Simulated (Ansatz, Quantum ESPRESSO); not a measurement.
# The basal face of Re: relaxation and work function, part 2 of 3

How much does the work function of Re(0001) depend on the functional?

Quantum ESPRESSO 7.5; plane-wave DFT, PBE, GBRV ultrasoft pseudopotentials; geometry and cross-check by Ansatz 0.2.0 with PAW datasets.

So far. Step 2 (Relaxation with Ansatz of (0001)): The relaxation lowers the energy by 25 meV an atom. Held were the atoms numbered 3 and 4; the forces quoted are those on the free ones.

### 3. Ground state of (0001), PBE

Both faces of the slab are alike, so a plain periodic cell serves and symmetry is kept.

Level of this step: plane-wave DFT, PBE, GBRV ultrasoft pseudopotentials (Quantum ESPRESSO 7.5).

0001.pbe.in reads:

```
&control
  prefix = '0001.pbe'
  outdir = './out'
  pseudo_dir = './pseudo'
  calculation = 'scf'
  tprnfor = .true.
/
&system
  ibrav = 0
  nat = 6
  ntyp = 1
  ecutwfc = 40
  ecutrho = 200
  occupations = 'smearing'
  smearing = 'mv'
  degauss = 0.02
/
&electrons
  conv_thr = 1e-07
  mixing_beta = 0.4
  electron_maxstep = 120
  mixing_mode = 'local-TF'
/
ATOMIC_SPECIES
  Re  186.2070  re_pbe_v1.2.uspp.F.UPF
CELL_PARAMETERS angstrom
  2.75999999997399 0.00000000000000 0.00000000000000
  1.37999999998699 2.39023011442253 0.00000000000000
  0.00000000000000 0.00000000000000 27.14350000000000
ATOMIC_POSITIONS crystal
  Re  0.666666666667 0.666666666667 0.295414157840
  Re  0.000000000000 -0.000000000000 0.373453959065
  Re  0.666666666667 0.666666666667 0.458945972300
  Re  0.000000000000 0.000000000000 0.541054027700
  Re  0.666666666667 0.666666666667 0.626546113364
  Re  0.000000000000 -0.000000000000 0.704585854857
K_POINTS automatic
  12 12 1 0 0 0
```

The run is started by

```sh
$ OMP_NUM_THREADS=1 mpirun -n 2 pw.x -nk 2 -in 0001.pbe.in > 0001.pbe.out
```

The program printed:

```text
Program PWSCF v.7.5 starts
[citation notice left out]

     Parallel version (MPI & OpenMP), running on       2 processor cores
     Number of MPI processes:                 2
     Threads/MPI process:                     1

     MPI processes distributed on     1 nodes
[...]
Current dimensions of program PWSCF are:
     Max number of different atomic species (ntypx) = 10
     Max number of k-points (npk) =  40000
     Max angular momentum in pseudopotentials (lmaxx) =  4
     Message from routine setup:
     using ibrav=0 with symmetry is DISCOURAGED, use correct ibrav instead

     K-points division:     npool     =       2
     Subspace diagonalization in iterative solution of the eigenvalue problem:
     a serial algorithm will be used

     G-vector sticks info
     --------------------
     sticks:   dense  smooth     PW     G-vecs:    dense   smooth      PW
     Sum         379     301     97                57765    41343    7643

     Using Slab Decomposition

     bravais-lattice index     =            0
     lattice parameter (alat)  =       5.2156  a.u.
     unit-cell volume          =    1208.4015 (a.u.)^3
     number of atoms/cell      =            6
     number of atomic types    =            1
     number of electrons       =        90.00
     number of Kohn-Sham states=           54
     kinetic-energy cutoff     =      40.0000  Ry
     charge density cutoff     =     200.0000  Ry
     scf convergence threshold =      1.0E-07
     mixing beta               =       0.4000
     number of iterations used =            8  local-TF  mixing
     Exchange-correlation= SLA  PW   PBE  PBE
                           (   1   4   3   4   0   0   0)

     celldm(1)=   5.215644  celldm(2)=   0.000000  celldm(3)=   0.000000
     celldm(4)=   0.000000  celldm(5)=   0.000000  celldm(6)=   0.000000

     crystal axes: (cart. coord. in units of alat)
               a(1) = (   1.000000   0.000000   0.000000 )
               a(2) = (   0.500000   0.866025   0.000000 )
               a(3) = (   0.000000   0.000000   9.834601 )

     reciprocal axes: (cart. coord. in units 2 pi/alat)
               b(1) = (  1.000000 -0.577350  0.000000 )
               b(2) = (  0.000000  1.154701  0.000000 )
               b(3) = (  0.000000  0.000000  0.101682 )

     PseudoPot. # 1 for Re read from file:
     ./pseudo/re_pbe_v1.2.uspp.F.UPF
     Pseudo is Ultrasoft + core correction, Zval = 15.0
     Generated by new atomic code, or converted to UPF format
     Using radial grid of  981 points,  8 beta functions with:
                l(1) =   0
                l(2) =   0
                l(3) =   1
                l(4) =   1
                l(5) =   2
                l(6) =   2
                l(7) =   3
                l(8) =   3
     Q(r) pseudized with  8 coefficients,  rinner =    1.150   1.150   1.150
                                                       1.150   1.150   1.150
                                                       1.150

     atomic species   valence    mass     pseudopotential
     Re               15.00   186.20700     Re( 1.00)

     12 Sym. Ops., with inversion, found ( 6 have fractional translation)

   Cartesian axes

     site n.     atom                  positions (alat units)
         1        Re     tau(   1) = (   1.0000000   0.5773503   2.9052805  )
         2        Re     tau(   2) = (   0.0000000   0.0000000   3.6727708  )
         3        Re     tau(   3) = (   1.0000000   0.5773503   4.5135507  )
         4        Re     tau(   4) = (   0.0000000   0.0000000   5.3210507  )
         5        Re     tau(   5) = (   1.0000000   0.5773503   6.1618313  )
         6        Re     tau(   6) = (   0.0000000   0.0000000   6.9293211  )

     number of k points=    19  Marzari-Vanderbilt smearing, width (Ry)=  0.0200
                       cart. coord. in units 2pi/alat
        k(    1) = (   0.0000000   0.0000000   0.0000000), wk =   0.0138889
        k(    2) = (   0.0000000   0.0962250   0.0000000), wk =   0.0833333
        k(    3) = (   0.0000000   0.1924501   0.0000000), wk =   0.0833333
        k(    4) = (   0.0000000   0.2886751   0.0000000), wk =   0.0833333
        k(    5) = (   0.0000000   0.3849002   0.0000000), wk =   0.0833333
        k(    6) = (   0.0000000   0.4811252   0.0000000), wk =   0.0833333
        k(    7) = (   0.0000000  -0.5773503   0.0000000), wk =   0.0416667
        k(    8) = (   0.0833333   0.1443376   0.0000000), wk =   0.0833333
        k(    9) = (   0.0833333   0.2405626   0.0000000), wk =   0.1666667
        k(   10) = (   0.0833333   0.3367877   0.0000000), wk =   0.1666667
[...]
k(   19) = (   0.3333333  -0.5773503   0.0000000), wk =   0.0277778

     Dense  grid:    57765 G-vectors     FFT dimensions: (  24,  24, 240)

     Smooth grid:    41343 G-vectors     FFT dimensions: (  24,  24, 216)

     Estimated max dynamical RAM per process >     350.18 MB

     Estimated total dynamical RAM >     686.25 MB

     Initial potential from superposition of free atoms

     starting charge      86.9997, renormalised to      90.0000

     negative rho (up, down):  7.843E-01 0.000E+00
     Starting wfcs are   78 randomized atomic wfcs

     total cpu time spent up to now is        4.2 secs

     per-process dynamical memory:   104.6 Mb

     Self-consistent Calculation

     iteration #  1     ecut=    40.00 Ry     beta= 0.40
     Davidson diagonalization with overlap
     ethr =  1.00E-02,  avg # of iterations =  2.0

     negative rho (up, down):  7.834E-01 0.000E+00

     total cpu time spent up to now is       12.5 secs

     total energy              =   -1143.99875697 Ry
     estimated scf accuracy    <       1.12069605 Ry

     iteration #  2     ecut=    40.00 Ry     beta= 0.40
[...]
negative rho (up, down):  7.933E-01 0.000E+00

[...]
total energy              =   -1143.56708589 Ry
     estimated scf accuracy    <       0.62877312 Ry

     iteration #  3     ecut=    40.00 Ry     beta= 0.40
[...]
negative rho (up, down):  7.935E-01 0.000E+00

[...]
total energy              =   -1143.75607941 Ry
     estimated scf accuracy    <       0.08645861 Ry

     iteration #  4     ecut=    40.00 Ry     beta= 0.40
[...]
negative rho (up, down):  7.948E-01 0.000E+00

[...]
total energy              =   -1143.77674974 Ry
     estimated scf accuracy    <       0.01192841 Ry

     iteration #  5     ecut=    40.00 Ry     beta= 0.40
[...]
negative rho (up, down):  7.960E-01 0.000E+00

[...]
total energy              =   -1143.77800154 Ry
     estimated scf accuracy    <       0.00122399 Ry

     iteration #  6     ecut=    40.00 Ry     beta= 0.40
[...]
negative rho (up, down):  7.962E-01 0.000E+00

[...]
total energy              =   -1143.77833075 Ry
     estimated scf accuracy    <       0.00015134 Ry

     iteration #  7     ecut=    40.00 Ry     beta= 0.40
[...]
negative rho (up, down):  7.952E-01 0.000E+00

[...]
total energy              =   -1143.77833972 Ry
     estimated scf accuracy    <       0.00008851 Ry

     iteration #  8     ecut=    40.00 Ry     beta= 0.40
[...]
negative rho (up, down):  7.950E-01 0.000E+00

[...]
total energy              =   -1143.77831188 Ry
     estimated scf accuracy    <       0.00007241 Ry

     iteration #  9     ecut=    40.00 Ry     beta= 0.40
[...]
negative rho (up, down):  7.951E-01 0.000E+00

[...]
total energy              =   -1143.77832827 Ry
     estimated scf accuracy    <       0.00001320 Ry

     iteration # 10     ecut=    40.00 Ry     beta= 0.40
[...]
negative rho (up, down):  7.952E-01 0.000E+00

[...]
total energy              =   -1143.77832355 Ry
     estimated scf accuracy    <       0.00001518 Ry

     iteration # 11     ecut=    40.00 Ry     beta= 0.40
[...]
negative rho (up, down):  7.954E-01 0.000E+00

[...]
total energy              =   -1143.77832529 Ry
     estimated scf accuracy    <       0.00000177 Ry

     iteration # 12     ecut=    40.00 Ry     beta= 0.40
[...]
negative rho (up, down):  7.955E-01 0.000E+00

[...]
total energy              =   -1143.77832524 Ry
     estimated scf accuracy    <       0.00000085 Ry

     iteration # 13     ecut=    40.00 Ry     beta= 0.40
[...]
negative rho (up, down):  7.955E-01 0.000E+00

[...]
total energy              =   -1143.77832536 Ry
     estimated scf accuracy    <       0.00000015 Ry

     iteration # 14     ecut=    40.00 Ry     beta= 0.40
[...]
negative rho (up, down):  7.955E-01 0.000E+00

[...]
End of self-consistent calculation

          k = 0.0000 0.0000 0.0000 (  5095 PWs)   bands (ev):

   -70.3074 -70.2909 -70.2670 -70.2226 -70.1424 -70.1421 -32.7033 -32.5966
   -32.3609 -31.9457 -31.7011 -31.7011 -31.6950 -31.6862 -31.6862 -31.6413
   -31.6413 -31.5940 -31.5693 -31.5693 -31.4677 -31.4677 -31.4672 -31.4672
     0.0477   0.7145   1.7418   2.7189   3.0071   3.0344   7.1208   7.4445
     7.8493   7.8493   7.9459   7.9459   7.9511   7.9670   7.9670   7.9849
     8.2487   8.2487   8.3658   8.5257   8.5257   8.7195   8.7195   9.7608
    10.2346  10.2386  10.2386  10.8585  10.8585  11.6466

          k = 0.0000 0.0962 0.0000 (  5165 PWs)   bands (ev):

   -70.3010 -70.2849 -70.2617 -70.2187 -70.1384 -70.1382 -32.6803 -32.5798
   -32.3562 -31.9694 -31.7729 -31.7608 -31.7199 -31.7039 -31.7008 -31.6815
   -31.6570 -31.6125 -31.6048 -31.5810 -31.5222 -31.5137 -31.4798 -31.4791
     0.3291   0.9887   2.0129   3.0033   3.2943   3.3091   6.8239   7.3130
     7.4841   7.5108   7.5364   7.8723   8.0167   8.0664   8.1610   8.1960
     8.2762   8.3556   8.4493   8.4900   8.7272   8.7557   8.9373   9.4810
     9.5241  10.0981  10.1519  10.7545  10.8000  11.5660

          k = 0.0000 0.1925 0.0000 (  5183 PWs)   bands (ev):

   -70.2832 -70.2682 -70.2471 -70.2082 -70.1277 -70.1275 -32.6157 -32.5364
   -32.3545 -32.0694 -31.9414 -31.9138 -31.8214 -31.7702 -31.7571 -31.7514
   -31.7179 -31.7078 -31.6995 -31.6136 -31.6117 -31.5815 -31.5127 -31.5117
     1.1081   1.7293   2.7166   3.7298   4.0029   4.0363   6.2250   6.6006
     6.8321   6.9269   7.0480   7.5408   7.6621   7.7587   8.2285   8.5183
     8.6087   8.6476   8.6735   8.7994   8.9046   8.9440   9.2158   9.2204
     9.5393  10.0785  10.0787  10.6784  10.8334  11.4467

          k = 0.0000 0.2887 0.0000 (  5149 PWs)   bands (ev):

   -70.2581 -70.2452 -70.2271 -70.1944 -70.1131 -70.1130 -32.5253 -32.4941
   -32.4010 -32.2582 -32.1608 -32.1070 -31.9856 -31.9116 -31.8774 -31.8366
   -31.8146 -31.7805 -31.7567 -31.6592 -31.6545 -31.6341 -31.5578 -31.5561
     2.1650   2.6469   3.4453   4.3128   4.5248   4.6521   5.7485   5.8152
     6.3849   6.5263   6.7102   7.2120   7.3489   7.5965   8.1786   8.2801
     8.3491   8.6845   8.7625   8.8311   9.2359   9.8263  10.0178  10.2058
    10.3946  10.5136  10.9048  11.1311  11.2008  11.6468

          k = 0.0000 0.3849 0.0000 (  5183 PWs)   bands (ev):

   -70.2316 -70.2215 -70.2072 -70.1820 -70.0988 -70.0987 -32.5325 -32.5135
   -32.4743 -32.4410 -32.3620 -32.2843 -32.1307 -32.0344 -31.9460 -31.9009
   -31.8764 -31.8134 -31.8016 -31.7058 -31.7009 -31.6966 -31.6031 -31.6007
     3.0596   3.2242   3.6792   4.1835   4.3290   4.4857   5.2723   5.5166
     5.9337   6.0912   6.5641   7.8864   7.9758   8.1286   8.3042   8.3139
     8.5568   8.6643   9.0570   9.1010   9.4301  10.6717  11.2353  11.2701
    11.4605  11.7857  11.8136  12.1135  12.2947  12.4886

          k = 0.0000 0.4811 0.0000 (  5193 PWs)   bands (ev):

   -70.2103 -70.2035 -70.1929 -70.1747 -70.0885 -70.0884 -32.6556 -32.6230
   -32.6086 -32.5183 -32.4405 -32.4080 -32.1593 -32.0393 -31.9468 -31.9349
   -31.9208 -31.8544 -31.8222 -31.7611 -31.7512 -31.7401 -31.6363 -31.6334
     3.2943   3.3342   3.6394   3.8987   3.9945   4.1845   5.0121   5.2920
     5.5208   5.9385   6.5366   7.7412   8.0465   8.4549   8.4745   8.7638
     9.0846   9.3915   9.5044  10.1903  10.6031  11.0212  12.1916  12.2961
    12.4012  13.0279  13.2262  13.2902  13.4165  13.4658

[...]
the Fermi energy is     9.5439 ev

!    total energy              =   -1143.77832532 Ry
     estimated scf accuracy    <       0.00000006 Ry
     smearing contrib. (-TS)   =       0.00266670 Ry
     internal energy E=F+TS    =   -1143.78099202 Ry

     The total energy is F=E-TS. E is the sum of the following terms:
     one-electron contribution =   -9681.93288125 Ry
     hartree contribution      =    4854.17249101 Ry
     xc contribution           =    -315.32919960 Ry
     ewald contribution        =    3999.30859782 Ry

     convergence has been achieved in  14 iterations

     negative rho (up, down):  7.955E-01 0.000E+00

     Forces acting on atoms (cartesian axes, Ry/au):

     atom    1 type  1   force =    -0.00000000   -0.00000000    0.00036302
     atom    2 type  1   force =     0.00000000    0.00000000    0.00068837
     atom    3 type  1   force =     0.00000000    0.00000000    0.01477696
     atom    4 type  1   force =     0.00000000    0.00000000   -0.01477696
     atom    5 type  1   force =     0.00000000    0.00000000   -0.00068837
     atom    6 type  1   force =    -0.00000000    0.00000000   -0.00036302

     Total force =     0.020927     Total SCF correction =     0.001185

[...]
=------------------------------------------------------------------------------=
   JOB DONE.
=------------------------------------------------------------------------------=
```

Wall time 2.1 min (2 MPI ranks of Arm Neoverse V1, shared host); peak memory 0.75 GiB.

Numbers from this step:

| Item | Value |
| --- | --- |
| free energy | -15561.8969 eV |
| Fermi energy | 9.544 eV |

### 4. Electrostatic potential of (0001)

plot_num = 11 writes the bare and Hartree potential. It leaves out exchange and correlation, which fade slowly, so it flattens close to the surface.

0001.pbe.pot.in reads:

```
&inputpp
  prefix = '0001.pbe'
  outdir = './out'
  filplot = '0001.pbe.pot.dat'
  plot_num = 11
/
```

The run is started by

```sh
$ OMP_NUM_THREADS=1 mpirun -n 2 pp.x -in 0001.pbe.pot.in > 0001.pbe.pot.out
```

The program printed:

```text
[banner, memory and clock lines left out]
Program POST-PROC v.7.5 starts

          URL

     ./out/0001.pbe.save/

     IMPORTANT: XC functional enforced from input :
     Exchange-correlation= PBE
                           (   1   4   3   4   0   0   0)
     Any further DFT definition will be discarded
     Please, verify this is what you really want

     negative rho (up, down):  7.955E-01 0.000E+00

     Calling punch_plot, plot_num =  11
     Writing data to file  0001.pbe.pot.dat
     Message from routine chdens:
     namelist plot not found or invalid, exiting
```

The job ended after 1.3 s (2 MPI ranks; peak memory 0.28 GiB; 2.4 s of CPU time).

Read from the output:

| Item | Value |
| --- | --- |
| work function of the upper face | 4.962 eV |
| slope of the potential above | 5.88e-4 eV/Å |
| upper vacuum line continued to the top atoms, over the Fermi level | 4.959 eV |
| work function of the lower face | 4.962 eV |
| slope of the potential below | -3.59e-4 eV/Å |
| lower vacuum line continued to the bottom atoms, over the Fermi level | 4.960 eV |

(Part 2 of 3 ends here.)

[Logs are printed without paths, hosts, clocks, repeated set-up lines and the standing remarks that a program may print on its own settings, such as how far it seeks lower states.]

[Hosts, paths, dates, database ids (printed as entryN), source tags and the programs' standing remarks are cut or masked in the printed files.]

[Maps of the electrostatic potential energy from Ansatz leave out the sawtooth potential of an applied field or a dipole correction, so their vacuum need not be flat; planar profiles and work functions include it.]
